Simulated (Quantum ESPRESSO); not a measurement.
# CaNiN: parallel and opposed starts, part 2 of 2

Aim: find out which collinear order of CaNiN costs least.

Quantum ESPRESSO 7.5; LDA; plane waves with GBRV 1.5 LDA potentials, no spin-orbit coupling.

So far: Set-up; Run 1 (ferro ++).

## Step 3: Run 2 (antiferro +−)

Input file pw.py:

```python
from ase import Atoms
from ase.calculators.espresso import Espresso, EspressoProfile

atoms = Atoms(['Ca', 'Ca', 'Ni', 'Ni', 'N', 'N'],
    cell=[[3.5809, 0.0, 0.0],
         [0.0, 3.5809, 0.0],
         [0.0, 0.0, 7.0096]],
    scaled_positions=[[0.0, 0.0, 0.25],
         [0.0, 0.0, 0.75],
         [0.5, 0.5, 0.0],
         [0.5, 0.5, 0.5],
         [0.0, 0.5, 0.0],
         [0.5, 0.0, 0.5]],
    pbc=True,
    magmoms=[0.0, 0.0, 2.0, -2.0, 0.0, 0.0])
input_data = {
    'control': {'calculation': 'scf', 'prefix': 'pwscf', 'outdir': './tmp', 'disk_io': 'nowf'},
    'system': {'ecutwfc': 40.0, 'ecutrho': 280.0, 'nbnd': 44, 'occupations': 'smearing', 'smearing': 'fd', 'degauss': 0.00734986, 'nspin': 2},
    'electrons': {'conv_thr': 1.2e-08, 'electron_maxstep': 150, 'mixing_beta': 0.3},
}
atoms.calc = Espresso(
    profile=EspressoProfile(command='mpirun -n 2 pw.x -nk 2', pseudo_dir='pseudo'),
    pseudopotentials={'Ni': 'ni_lda_v1.4.uspp.F.UPF', 'N': 'n_lda_v1.2.uspp.F.UPF', 'Ca': 'ca_lda_v1.uspp.F.UPF'},
    input_data=input_data,
    kpts=(6, 6, 6),
    koffset=(0, 0, 0))
atoms.get_potential_energy()
energy = atoms.calc.results['free_energy']
print(f'free energy: {energy:.6f} eV')
print('site moments (muB):', atoms.get_magnetic_moments().round(3))
```

On the command line:

```sh
> OMP_NUM_THREADS=1 python3 pw.py > pw.log
```

What it wrote:

```text
[banner, memory and clock lines left out]
free energy: -11930.265599 eV
site moments (muB): [ 0.  0.  0.  0.  0. -0.]

--- espresso.pwo ---
Program PWSCF v.7.5 starts

Warning: card &CELL ignored
Warning: card &FCP ignored
Warning: card &RISM ignored

     Message from routine setup:
     using ibrav=0 with symmetry is DISCOURAGED, use correct ibrav instead

     bravais-lattice index     =            0
     lattice parameter (alat)  =       6.7669  a.u.
     unit-cell volume          =     606.5606 (a.u.)^3
     number of atoms/cell      =            6
     number of atomic types    =            4
     number of electrons       =        66.00
     number of Kohn-Sham states=           44
     kinetic-energy cutoff     =      40.0000  Ry
     charge density cutoff     =     280.0000  Ry
     scf convergence threshold =      1.2E-08
     mixing beta               =       0.3000
     number of iterations used =            8  plain     mixing
     Exchange-correlation= SLA  PZ   NOGX NOGC
                           (   1   1   0   0   0   0   0)

     celldm(1)=   6.766920  celldm(2)=   0.000000  celldm(3)=   0.000000
     celldm(4)=   0.000000  celldm(5)=   0.000000  celldm(6)=   0.000000

     crystal axes: (cart. coord. in units of alat)
               a(1) = (   1.000000   0.000000   0.000000 )
               a(2) = (   0.000000   1.000000   0.000000 )
               a(3) = (   0.000000   0.000000   1.957497 )

     reciprocal axes: (cart. coord. in units 2 pi/alat)
               b(1) = (  1.000000  0.000000  0.000000 )
               b(2) = (  0.000000  1.000000  0.000000 )
               b(3) = (  0.000000  0.000000  0.510857 )

     PseudoPot. # 1 for Ca read from file:
     ca_lda_v1.uspp.F.UPF
     Pseudo is Ultrasoft + core correction, Zval = 10.0

     PseudoPot. # 2 for Ni read from file:
     ni_lda_v1.4.uspp.F.UPF
     Pseudo is Ultrasoft + core correction, Zval = 18.0

     PseudoPot. # 3 for Ni read from file:
     ni_lda_v1.4.uspp.F.UPF
     Pseudo is Ultrasoft + core correction, Zval = 18.0

     PseudoPot. # 4 for N  read from file:
     n_lda_v1.2.uspp.F.UPF
     Pseudo is Ultrasoft + core correction, Zval =  5.0

     atomic species   valence    mass     pseudopotential
     Ca               10.00    40.07800     Ca( 1.00)
     Ni               18.00    58.69340     Ni( 1.00)
     Ni1              18.00    58.69340     Ni( 1.00)
     N                 5.00    14.00700     N ( 1.00)

     Starting magnetic structure
     atomic species   magnetization
     Ca              0.000
     Ni              0.111
     Ni1            -0.111
     N               0.000

      8 Sym. Ops., with inversion, found

   Cartesian axes

     site n.     atom                  positions (alat units)
         1        Ca     tau(   1) = (   0.0000000   0.0000000   0.4893742  )
         2        Ca     tau(   2) = (   0.0000000   0.0000000   1.4681225  )
         3        Ni     tau(   3) = (   0.5000000   0.5000000   0.0000000  )
         4        Ni1    tau(   4) = (   0.5000000   0.5000000   0.9787484  )
         5        N      tau(   5) = (   0.0000000   0.5000000   0.0000000  )
         6        N      tau(   6) = (   0.5000000   0.0000000   0.9787484  )

     number of k points=    64  Fermi-Dirac smearing, width (Ry)=  0.0073
                       cart. coord. in units 2pi/alat
        k(    1) = (   0.0000000   0.0000000   0.0000000), wk =   0.0046296
        k(    2) = (   0.0000000   0.0000000   0.0851428), wk =   0.0092593
        k(    3) = (   0.0000000   0.0000000   0.1702855), wk =   0.0092593
        k(    4) = (   0.0000000   0.0000000  -0.2554283), wk =   0.0046296
        k(    5) = (   0.0000000   0.1666667   0.0000000), wk =   0.0092593
        [... 59 further k-points ...]

     Dense  grid:    47895 G-vectors     FFT dimensions: (  40,  40,  72)

     Smooth grid:    20765 G-vectors     FFT dimensions: (  27,  27,  54)

     Check: negative core charge=   -0.000008
     Generating pointlists ...
     new r_m :   0.2886 (alat units)  1.9529 (a.u.) for type    1
     new r_m :   0.2063 (alat units)  1.3957 (a.u.) for type    2
     new r_m :   0.2063 (alat units)  1.3957 (a.u.) for type    3
     new r_m :   0.2063 (alat units)  1.3957 (a.u.) for type    4

     Initial potential from superposition of free atoms

     starting charge      61.9905, renormalised to      66.0000
     Starting wfcs are   54 randomized atomic wfcs

     Self-consistent Calculation

     iteration #  1     ecut=    40.00 Ry     beta= 0.30
     Davidson diagonalization with overlap
     ethr =  1.00E-02,  avg # of iterations =  3.9

     total energy              =    -843.35613630 Ry
     estimated scf accuracy    <      89.92032580 Ry

     total magnetization       =     0.01 Bohr mag/cell
     absolute magnetization    =     1.25 Bohr mag/cell

     iteration #  2     ecut=    40.00 Ry     beta= 0.30
     Davidson diagonalization with overlap
     ethr =  1.00E-02,  avg # of iterations =  3.8

     total energy              =    -877.65753388 Ry
     estimated scf accuracy    <      43.71770220 Ry

     total magnetization       =    -0.00 Bohr mag/cell
     absolute magnetization    =     0.29 Bohr mag/cell

     [... further iterations left out ...]

     iteration # 20     ecut=    40.00 Ry     beta= 0.30
     Davidson diagonalization with overlap
     ethr =  6.19E-10,  avg # of iterations =  3.7

     total energy              =    -876.85842500 Ry
     estimated scf accuracy    <       0.00000002 Ry

     total magnetization       =     0.00 Bohr mag/cell
     absolute magnetization    =     0.00 Bohr mag/cell

     iteration # 21     ecut=    40.00 Ry     beta= 0.30
     Davidson diagonalization with overlap
     ethr =  3.24E-11,  avg # of iterations =  2.6

     Magnetic moment per site  (integrated on atomic sphere of radius R)
     atom   1 (R=0.289)  charge=  7.8706  magn=  0.0000
     atom   2 (R=0.289)  charge=  7.8706  magn=  0.0000
     atom   3 (R=0.206)  charge= 14.9304  magn=  0.0002
     atom   4 (R=0.206)  charge= 14.9304  magn=  0.0001
     atom   5 (R=0.206)  charge=  3.6852  magn=  0.0002
     atom   6 (R=0.206)  charge=  3.6852  magn= -0.0001

     End of self-consistent calculation

     Number of k-points >= 100: set verbosity='high' to print the bands.

     the Fermi energy is     9.9843 ev

!    total energy              =    -876.85842501 Ry
     estimated scf accuracy    <          6.3E-09 Ry
     smearing contrib. (-TS)   =      -0.00908940 Ry
     internal energy E=F+TS    =    -876.84933561 Ry

     The total energy is F=E-TS. E is the sum of the following terms:
     one-electron contribution =    -619.10138888 Ry
     hartree contribution      =     335.16947078 Ry
     xc contribution           =    -104.16744832 Ry
     ewald contribution        =    -488.74996919 Ry

     total magnetization       =     0.00 Bohr mag/cell
     absolute magnetization    =     0.00 Bohr mag/cell

     convergence has been achieved in  21 iterations
```

It took 4.6 min on 2 MPI ranks of Arm Neoverse V1, shared host; peak memory 0.64 GiB; 9.2 min of CPU time.

Spin moment in the atom's sphere by atom:

```tsv
atom	spin moment in the atom's sphere (μB)
Ca1	0.0000
Ca2	0.0000
Ni3	0.0002
Ni4	0.0001
N5	0.0002
N6	-0.0001
```

Numbers from this step:

```yaml
smearing_term_ts: 0.1237 eV
magnetization: 0 μB
absolute_magnetization: 0 μB
final_state: non-magnetic
```

## Step 4: Run 3 (no spin polarisation)

Edit pw.py of step 3 so:

```diff
@@ -13,7 +13,6 @@
          [0.5, 0.0, 0.5]],
-    pbc=True,
-    magmoms=[0.0, 0.0, 2.0, -2.0, 0.0, 0.0])
+    pbc=True)
 input_data = {
     'control': {'calculation': 'scf', 'prefix': 'pwscf', 'outdir': './tmp', 'disk_io': 'nowf'},
-    'system': {'ecutwfc': 40.0, 'ecutrho': 280.0, 'nbnd': 44, 'occupations': 'smearing', 'smearing': 'fd', 'degauss': 0.00734986, 'nspin': 2},
+    'system': {'ecutwfc': 40.0, 'ecutrho': 280.0, 'nbnd': 44, 'occupations': 'smearing', 'smearing': 'fd', 'degauss': 0.00734986},
     'electrons': {'conv_thr': 1.2e-08, 'electron_maxstep': 150, 'mixing_beta': 0.3},
@@ -29,2 +28 @@
 print(f'free energy: {energy:.6f} eV')
-print('site moments (muB):', atoms.get_magnetic_moments().round(3))
```

On the command line:

```sh
> OMP_NUM_THREADS=1 python3 pw.py > pw.log
```

What it wrote:

```text
     [... lines left out ...]
free energy: -11930.265599 eV
--- espresso.pwo ---
Program PWSCF v.7.5 starts
     [... lines left out ...]
     number of atoms/cell      =            6
     [... lines left out ...]
     number of electrons       =        66.00
     number of Kohn-Sham states=           44
     kinetic-energy cutoff     =      40.0000  Ry
     charge density cutoff     =     280.0000  Ry
     scf convergence threshold =      1.2E-08
     [... lines left out ...]
     16 Sym. Ops., with inversion, found ( 8 have fractional translation)
     [... lines left out ...]
     number of k points=    40  Fermi-Dirac smearing, width (Ry)=  0.0073
     [... lines left out ...]
     iteration # 18     ecut=    40.00 Ry     beta= 0.30
     [... lines left out ...]
     the Fermi energy is     9.9842 ev
!    total energy              =    -876.85842501 Ry
     estimated scf accuracy    <          1.5E-09 Ry
     smearing contrib. (-TS)   =      -0.00908974 Ry
     [... lines left out ...]
     convergence has been achieved in  18 iterations
```

Run time: 78 s. Hardware: 2 MPI ranks; peak memory 0.45 GiB; 2.6 min of CPU time.

Numbers from this step:

| Item | Value |
| --- | --- |
| smearing term TS | 0.1237 eV |
| final state | non-magnetic (no spin polarisation) |

## Step 5: What a mistake does

One input was spoiled on purpose, to see how the program answers.

Input file pw.in:

```
&CONTROL
  calculation = 'scf'
  prefix = 'pwscf'
  outdir = './tmp'
  pseudo_dir = './pseudo'
  disk_io = 'nowf'
/
&SYSTEM
  ibrav = 0
  nat = 6
  ntyp = 3
  ecutwfc = 40
  ecutrho = 280
  nbnd = 46
  occupations = 'smearing'
  smearing = 'fd'
  degauss = 0.00734986
  nspin = 2
  starting_magnetization(1) = 0
  starting_magnetization(2) = 0.1111
  starting_magnetization(3) = 0
/
&ELECTRONS
  conv_thr = 1.2d-08
  electron_maxstep = 75
  mixing_beta = 0.3
/
ATOMIC_SPECIES
Ca     40.0780 ca_lda_v1.uspp.F.UPF
Ni     58.6934 ni_lda_v1.4.uspp.F.UPF
N      14.0070 n_lda_v1.2.uspp.F.UPF
CELL_PARAMETERS angstrom
   3.5809000000    0.0000000000    0.0000000000
   0.0000000000    3.5809000000    0.0000000000
   0.0000000000    0.0000000000    7.0096000000
ATOMIC_POSITIONS crystal
Ca      0.0000000000    0.0000000000    0.2500000000
Ca      0.0000000000    0.0000000000    0.7500000000
Ni      0.5000000000    0.5000000000    0.0000000000
Ni      0.5000000000    0.5000000000    0.5000000000
N       0.0000000000    0.5000000000    0.0000000000
N       0.5000000000    0.0000000000    0.5000000000
K_POINTS automatic
0 6 6 0 0 0
```

On the command line:

```sh
> OMP_NUM_THREADS=1 mpirun -n 2 pw.x -nk 2 -in pw.in > pw.out
```

What it wrote:

```text
     [... lines left out ...]
Program PWSCF v.7.5 starts
     Error in routine card_kpoints (1):
     invalid values for nk1, nk2, nk3
 %%%%%%%%%%%%%%%%%%%%%%%%%%%%%%%%%%%%%%%%%%%%%%%%%%%%%%%%%%%%%%%%%%%%%%%%%%%%%%
     stopping ...
```

It took 0.49 s on 2 MPI ranks; peak memory 0.05 GiB.

The program refused the input before any cycle.

The program's message: “card_kpoints (1): invalid values for nk1, nk2, nk3”

The fault put into the input: a mesh with a zero.

## Step 6: Ranking

An order is kept where moments of 0.15 μB or more survive with the typed signs; meshes match where a doubled cell samples the same k points as the first cell.

Orders:

```tsv
start	final state	typed order kept	energy over the lowest (meV a seeded atom)	largest site moment (μB)	net moment (μB a cell of the first run)	mesh matched	CPU time (s)
ferro ++	non-magnetic	no	0	0	0	yes	348.1
antiferro +-	non-magnetic	no	0	0	0	yes	553.3
no spin polarisation	non-magnetic	-	0	0	0	yes	154.9
```

## Step 7: Results

```json
{
  "lowest state found": "non-magnetic (from ferro ++, antiferro +- and no spin polarisation)",
  "largest site moment": "0 μB"
}
```

What this shows: The lowest state carries no moment, and no start kept one. Only these 3 starts were compared; other wavevectors, canted and longer-period orders were not. Energies are free energies at an electronic temperature of 1160 K, which lowers moments and differences where the moments are itinerant. No Hubbard term acts here. In such compounds local and semilocal functionals without one often delocalise the d electrons, and can shrink or lose moments and miss the size, sign and order of the couplings.

[Logs and program files are shortened in this print: banners, set-up blocks, solver, clock and traceback lines can be left out without a mark of their own.]

[Logs are printed without paths, hosts, clocks, repeated set-up lines and the standing remarks that a program may print on its own settings, such as how far it seeks lower states.]

[Hosts, paths, dates, database ids (printed as entryN), source tags and the programs' standing remarks are cut or masked in the printed files.]

[Where a cell is said to come from a database of computed structures, the database is the Materials Project.]
